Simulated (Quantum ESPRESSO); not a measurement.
# MnPt3: energy against a fixed spin moment

How stiff is the total moment of MnPt3, and does E(M) have further minima?

Method: LDA; plane waves with GBRV 1.5 LDA potentials, no spin-orbit coupling, in Quantum ESPRESSO 7.5.

## Step 1: The system as given

It takes space group Pm-3m (No. 221, cubic). Conventional cell: a = 3.900 Å, b = 3.900 Å, c = 3.900 Å, α = 90.00°, β = 90.00°, γ = 90.00°. Mn has 12 Pt at 2.76 Å nearest. Nearest to Pt lie 4 Mn at 2.76 Å and 8 Pt at 2.76 Å. Farther neighbours, and contacts between anions beyond the nearest, are not listed.

## Step 2: No moment imposed

Contents of pw.in:

```
&CONTROL
  calculation = 'scf'
  prefix = 'pwscf'
  outdir = './tmp'
  pseudo_dir = './pseudo'
  disk_io = 'nowf'
  tprnfor = .true.
  tstress = .true.
/
&SYSTEM
  ibrav = 0
  celldm(1) = 8
  nat = 4
  ntyp = 2
  ecutwfc = 40
  ecutrho = 280
  nbnd = 43
  occupations = 'smearing'
  smearing = 'fd'
  degauss = 0.00734986
  nspin = 2
  starting_magnetization(1) = 0.2333
  starting_magnetization(2) = 0
/
&ELECTRONS
  conv_thr = 8d-09
  electron_maxstep = 150
  mixing_beta = 0.3
/
ATOMIC_SPECIES
Mn     54.9380 mn_lda_v1.5.uspp.F.UPF
Pt    195.0840 pt_lda_v1.4.uspp.F.UPF
CELL_PARAMETERS alat
   0.9212414857551    0.0000000000000    0.0000000000000
   0.0000000000000    0.9212414857551    0.0000000000000
   0.0000000000000    0.0000000000000    0.9212414857551
ATOMIC_POSITIONS crystal
Mn      0.0000000000    0.0000000000    0.0000000000
Pt      0.0000000000    0.5000000000    0.5000000000
Pt      0.5000000000    0.0000000000    0.5000000000
Pt      0.5000000000    0.5000000000    0.0000000000
K_POINTS automatic
8 8 8 0 0 0
```

Run with:

```
$ OMP_NUM_THREADS=1 mpirun -n 2 pw.x -nk 2 -in pw.in > pw.out
```

Output:

```text
Program PWSCF v.7.5 starts

     Message from routine setup:
     using ibrav=0 with symmetry is DISCOURAGED, use correct ibrav instead

     K-points division:     npool     =       2
     Subspace diagonalization in iterative solution of the eigenvalue problem:

     G-vector sticks info
     --------------------
     sticks:   dense  smooth     PW     G-vecs:    dense   smooth      PW
     Sum        1201     681    221                31559    13613    2373

     Using Slab Decomposition

     bravais-lattice index     =            0
     lattice parameter (alat)  =       8.0000  a.u.
     unit-cell volume          =     400.3045 (a.u.)^3
     number of atoms/cell      =            4
     number of atomic types    =            2
     number of electrons       =        63.00
     number of Kohn-Sham states=           43
     kinetic-energy cutoff     =      40.0000  Ry
     charge density cutoff     =     280.0000  Ry
     scf convergence threshold =      8.0E-09
     mixing beta               =       0.3000
     number of iterations used =            8  plain     mixing
     Exchange-correlation=  SLA  PZ   NOGX NOGC
                           (   1   1   0   0   0   0   0)

     celldm(1)=   8.000000  celldm(2)=   0.000000  celldm(3)=   0.000000
     celldm(4)=   0.000000  celldm(5)=   0.000000  celldm(6)=   0.000000

     crystal axes: (cart. coord. in units of alat)
               a(1) = (   0.921241   0.000000   0.000000 )
               a(2) = (   0.000000   0.921241   0.000000 )
               a(3) = (   0.000000   0.000000   0.921241 )

     reciprocal axes: (cart. coord. in units 2 pi/alat)
               b(1) = (  1.085492  0.000000  0.000000 )
               b(2) = (  0.000000  1.085492  0.000000 )
               b(3) = (  0.000000  0.000000  1.085492 )

     PseudoPot. # 1 for Mn read from file:
     mn_lda_v1.5.uspp.F.UPF
     Pseudo is Ultrasoft + core correction, Zval = 15.0
     Generated by new atomic code, or converted to UPF format
     Using radial grid of  859 points,  6 beta functions with:
                l(1) =   0
                l(2) =   0
                l(3) =   1
                l(4) =   1
                l(5) =   2
                l(6) =   2
     Q(r) pseudized with  8 coefficients,  rinner =    0.950   0.950   0.950
                                                       0.950   0.950

     PseudoPot. # 2 for Pt read from file:
     pt_lda_v1.4.uspp.F.UPF
     Pseudo is Ultrasoft + core correction, Zval = 16.0
     Generated by new atomic code, or converted to UPF format
     Using radial grid of  985 points,  6 beta functions with:
                l(1) =   0
                l(2) =   0
                l(3) =   1
                l(4) =   1
                l(5) =   2
                l(6) =   2
     Q(r) pseudized with  8 coefficients,  rinner =    1.300   1.300   1.300
                                                       1.300   1.300

     atomic species   valence    mass     pseudopotential
     Mn               15.00    54.93800     Mn( 1.00)
     Pt               16.00   195.08400     Pt( 1.00)

     Starting magnetic structure
     atomic species   magnetization
     Mn              0.233
     Pt              0.000

     48 Sym. Ops., with inversion, found

   Cartesian axes

     site n.     atom                  positions (alat units)
         1        Mn     tau(   1) = (   0.0000000   0.0000000   0.0000000  )
         2        Pt     tau(   2) = (   0.0000000   0.4606207   0.4606207  )
         3        Pt     tau(   3) = (   0.4606207   0.0000000   0.4606207  )
         4        Pt     tau(   4) = (   0.4606207   0.4606207   0.0000000  )

     number of k points=    35  Fermi-Dirac smearing, width (Ry)=  0.0073
                       cart. coord. in units 2pi/alat
        k(    1) = (   0.0000000   0.0000000   0.0000000), wk =   0.0019531
        k(    2) = (   0.0000000   0.0000000   0.1356865), wk =   0.0117188
        k(    3) = (   0.0000000   0.0000000   0.2713729), wk =   0.0117188
        k(    4) = (   0.0000000   0.0000000   0.4070594), wk =   0.0117188
        k(    5) = (   0.0000000   0.0000000  -0.5427459), wk =   0.0058594
        [... 30 further k-points ...]

     Dense  grid:    31559 G-vectors     FFT dimensions: (  40,  40,  40)

     Smooth grid:    13613 G-vectors     FFT dimensions: (  30,  30,  30)

     Check: negative core charge=   -0.000018
     Generating pointlists ...
     new r_m :   0.2687 (alat units)  2.1497 (a.u.) for type    1
     new r_m :   0.2687 (alat units)  2.1497 (a.u.) for type    2

     Initial potential from superposition of free atoms

     starting charge      60.9999, renormalised to      63.0000

     negative rho (up, down):  2.669E-01 2.671E-01
     Starting wfcs are   49 randomized atomic wfcs

     Self-consistent Calculation

     iteration #  1     ecut=    40.00 Ry     beta= 0.30
     Davidson diagonalization with overlap
     ethr =  1.00E-02,  avg # of iterations =  3.1

     negative rho (up, down):  2.535E-01 2.523E-01

     total energy              =    -842.97320882 Ry
     estimated scf accuracy    <       4.61305407 Ry

     total magnetization       =     3.07 Bohr mag/cell
     absolute magnetization    =     3.13 Bohr mag/cell

     iteration #  2     ecut=    40.00 Ry     beta= 0.30
     Davidson diagonalization with overlap
     ethr =  7.32E-03,  avg # of iterations =  2.0

     negative rho (up, down):  2.531E-01 2.518E-01

     total energy              =    -842.64024006 Ry
     estimated scf accuracy    <       8.98463072 Ry

     total magnetization       =     1.62 Bohr mag/cell
     absolute magnetization    =     1.65 Bohr mag/cell

     iteration #  3     ecut=    40.00 Ry     beta= 0.30
     Davidson diagonalization with overlap
     ethr =  7.32E-03,  avg # of iterations =  2.0

     negative rho (up, down):  2.480E-01 2.454E-01

     total energy              =    -843.40294121 Ry
     estimated scf accuracy    <       2.82502016 Ry

     total magnetization       =     2.88 Bohr mag/cell
     absolute magnetization    =     2.98 Bohr mag/cell

     [... further iterations left out ...]

     iteration # 11     ecut=    40.00 Ry     beta= 0.30
     Davidson diagonalization with overlap
     ethr =  1.50E-09,  avg # of iterations =  4.0

     negative rho (up, down):  2.454E-01 2.404E-01

     total energy              =    -843.67741456 Ry
     estimated scf accuracy    <       0.00000268 Ry

     total magnetization       =     4.12 Bohr mag/cell
     absolute magnetization    =     4.28 Bohr mag/cell

     iteration # 12     ecut=    40.00 Ry     beta= 0.30
     Davidson diagonalization with overlap
     ethr =  1.50E-09,  avg # of iterations =  1.6

     negative rho (up, down):  2.454E-01 2.404E-01

     total energy              =    -843.67741494 Ry
     estimated scf accuracy    <       0.00000004 Ry

     total magnetization       =     4.12 Bohr mag/cell
     absolute magnetization    =     4.28 Bohr mag/cell

     iteration # 13     ecut=    40.00 Ry     beta= 0.30
     Davidson diagonalization with overlap
     ethr =  7.04E-11,  avg # of iterations =  2.0

     negative rho (up, down):  2.454E-01 2.404E-01

     total energy              =    -843.67741495 Ry
     estimated scf accuracy    <       0.00000003 Ry

     total magnetization       =     4.12 Bohr mag/cell
     absolute magnetization    =     4.28 Bohr mag/cell

     iteration # 14     ecut=    40.00 Ry     beta= 0.30
     Davidson diagonalization with overlap
     ethr =  3.97E-11,  avg # of iterations =  1.5

     negative rho (up, down):  2.454E-01 2.404E-01

     Magnetic moment per site  (integrated on atomic sphere of radius R)
     atom   1 (R=0.269)  charge= 13.7004  magn=  3.6376
     atom   2 (R=0.269)  charge= 14.0293  magn=  0.1459
     atom   3 (R=0.269)  charge= 14.0293  magn=  0.1459
     atom   4 (R=0.269)  charge= 14.0293  magn=  0.1459

     End of self-consistent calculation

     [... lines left out ...]
     the Fermi energy is    20.4215 ev

!    total energy              =    -843.67741495 Ry
     estimated scf accuracy    <          2.3E-09 Ry
     smearing contrib. (-TS)   =      -0.00782442 Ry
     internal energy E=F+TS    =    -843.66959053 Ry

     The total energy is F=E-TS. E is the sum of the following terms:
     one-electron contribution =    -158.84981861 Ry
     hartree contribution      =     129.36258037 Ry
     xc contribution           =    -196.67047492 Ry
     ewald contribution        =    -617.51187737 Ry

     total magnetization       =     4.12 Bohr mag/cell
     absolute magnetization    =     4.28 Bohr mag/cell

     convergence has been achieved in  14 iterations

     negative rho (up, down):  2.454E-01 2.404E-01

     Forces acting on atoms (cartesian axes, Ry/au):

     atom    1 type  1   force =     0.00000000    0.00000000    0.00000000
     atom    2 type  2   force =     0.00000000    0.00000000    0.00000000
     atom    3 type  2   force =     0.00000000    0.00000000    0.00000000
     atom    4 type  2   force =     0.00000000    0.00000000    0.00000000

     Total force =     0.000000     Total SCF correction =     0.000000

     Computing stress (Cartesian axis) and pressure

     negative rho (up, down):  2.454E-01 2.404E-01
          total   stress  (Ry/bohr**3)                   (kbar)     P=     -119.51
  -0.00081243   0.00000000   0.00000000         -119.51        0.00        0.00
   0.00000000  -0.00081243   0.00000000            0.00     -119.51        0.00
   0.00000000   0.00000000  -0.00081243            0.00        0.00     -119.51

=------------------------------------------------------------------------------=
   JOB DONE.
=------------------------------------------------------------------------------=
```

Elapsed: 50 s, on 2 MPI ranks of Arm Neoverse V2, shared host; peak memory 0.25 GiB.

Spin moment in the atom's sphere by atom:

| atom | spin moment in the atom's sphere (μB) |
| --- | --- |
| Mn1 | 3.64 |
| Pt2 | 0.15 |
| Pt3 | 0.15 |
| Pt4 | 0.15 |

This step gave:

```yaml
smearing_term_ts: 0.1065 eV
pressure: -11.95 GPa
magnetization: 4.12 μB
absolute_magnetization: 4.28 μB
final_state: ferromagnetic
```

## Step 3: Moment fixed at 0 μB

The two spin channels are filled to separate Fermi energies, so that the total moment meets the target. Half of the up one less the down one is the slope dE/dM.

pw.in: that of step 2 with these lines changed.

```diff
@@ -16,3 +16,3 @@
   ecutrho = 280
-  nbnd = 43
+  nbnd = 44
   occupations = 'smearing'
@@ -21,4 +21,5 @@
   nspin = 2
-  starting_magnetization(1) = 0.2333
+  starting_magnetization(1) = 0.0117
   starting_magnetization(2) = 0
+  tot_magnetization = 0
 /
```

Output:

```text
     [... lines left out ...]
Program PWSCF v.7.5 starts
     [... lines left out ...]
     number of atoms/cell      =            4
     [... lines left out ...]
     number of electrons       =        63.00 (up:  31.50, down:  31.50)
     number of Kohn-Sham states=           44
     kinetic-energy cutoff     =      40.0000  Ry
     charge density cutoff     =     280.0000  Ry
     scf convergence threshold =      8.0E-09
     [... lines left out ...]
     48 Sym. Ops., with inversion, found
     [... lines left out ...]
     number of k points=    35  Fermi-Dirac smearing, width (Ry)=  0.0073
     [... lines left out ...]
     iteration # 17     ecut=    40.00 Ry     beta= 0.30
     [... lines left out ...]
     Magnetic moment per site  (integrated on atomic sphere of radius R)
     atom   1 (R=0.269)  charge= 13.7609  magn= -0.0002
     atom   2 (R=0.269)  charge= 13.9994  magn=  0.0001
     atom   3 (R=0.269)  charge= 13.9994  magn=  0.0001
     atom   4 (R=0.269)  charge= 13.9994  magn=  0.0001
     [... lines left out ...]
     the spin up/dw Fermi energies are    20.4976   20.4975 ev
!    total energy              =    -843.59384372 Ry
     estimated scf accuracy    <          1.3E-09 Ry
     smearing contrib. (-TS)   =      -0.02053323 Ry
     [... lines left out ...]
     total magnetization       =     0.00 Bohr mag/cell
     absolute magnetization    =     0.00 Bohr mag/cell
     convergence has been achieved in  17 iterations
     [... lines left out ...]
     Total force =     0.000000     Total SCF correction =     0.000000
     [... lines left out ...]
          total   stress  (Ry/bohr**3)                   (kbar)     P=     -211.19
     [... lines left out ...]
```

The job ended after 59 s (2 MPI ranks; peak memory 0.31 GiB).

Read from the output:

```
magnetization                                 : 0 μB
absolute magnetization                        : 0 μB
half the difference of the two Fermi energies : 0 meV
largest moment                                : 0 μB
```

## Step 4: Moment fixed at 0.695 μB

pw.in: that of step 3 with these lines changed.

```diff
@@ -21,5 +21,5 @@
   nspin = 2
-  starting_magnetization(1) = 0.0117
+  starting_magnetization(1) = 0.0463
   starting_magnetization(2) = 0
-  tot_magnetization = 0
+  tot_magnetization = 0.695
 /
```

Output:

```text
     [... lines left out ...]
Program PWSCF v.7.5 starts
     [... lines left out ...]
     number of atoms/cell      =            4
     [... lines left out ...]
     number of electrons       =        63.00 (up:  31.85, down:  31.15)
     number of Kohn-Sham states=           44
     kinetic-energy cutoff     =      40.0000  Ry
     charge density cutoff     =     280.0000  Ry
     scf convergence threshold =      8.0E-09
     [... lines left out ...]
     48 Sym. Ops., with inversion, found
     [... lines left out ...]
     number of k points=    35  Fermi-Dirac smearing, width (Ry)=  0.0073
     [... lines left out ...]
     iteration # 17     ecut=    40.00 Ry     beta= 0.30
     [... lines left out ...]
     Magnetic moment per site  (integrated on atomic sphere of radius R)
     atom   1 (R=0.269)  charge= 13.7539  magn=  1.2946
     atom   2 (R=0.269)  charge= 14.0031  magn= -0.1964
     atom   3 (R=0.269)  charge= 14.0031  magn= -0.1964
     atom   4 (R=0.269)  charge= 14.0031  magn= -0.1964
     [... lines left out ...]
     the spin up/dw Fermi energies are    20.3280   20.7886 ev
!    total energy              =    -843.60057607 Ry
     estimated scf accuracy    <          7.1E-09 Ry
     smearing contrib. (-TS)   =      -0.01993127 Ry
     [... lines left out ...]
     total magnetization       =     0.70 Bohr mag/cell
     absolute magnetization    =     1.98 Bohr mag/cell
     convergence has been achieved in  17 iterations
     [... lines left out ...]
     Total force =     0.000000     Total SCF correction =     0.000000
     [... lines left out ...]
          total   stress  (Ry/bohr**3)                   (kbar)     P=     -194.85
     [... lines left out ...]
```

The job ended after 57 s (2 MPI ranks; peak memory 0.31 GiB; 1.9 min of CPU time).

[end of part 1 of 2]

[Long decimals in the printed logs are rounded to 6 places.]

[Logs and program files are shortened in this print: banners, set-up blocks, solver, clock and traceback lines can be left out without a mark of their own.]

[Logs are printed without paths, hosts, clocks, repeated set-up lines and the standing remarks that a program may print on its own settings, such as how far it seeks lower states.]

[Hosts, paths, dates, database ids (printed as entryN), source tags and the programs' standing remarks are cut or masked in the printed files.]

[Where the starting crystal was built by hand or by swapping elements, it need not be the compound's stable phase.]

[Where a cell is said to come from a database of computed structures, the database is the Materials Project.]

[Lattice constants that a cell's source calls measured were typed from memory.]
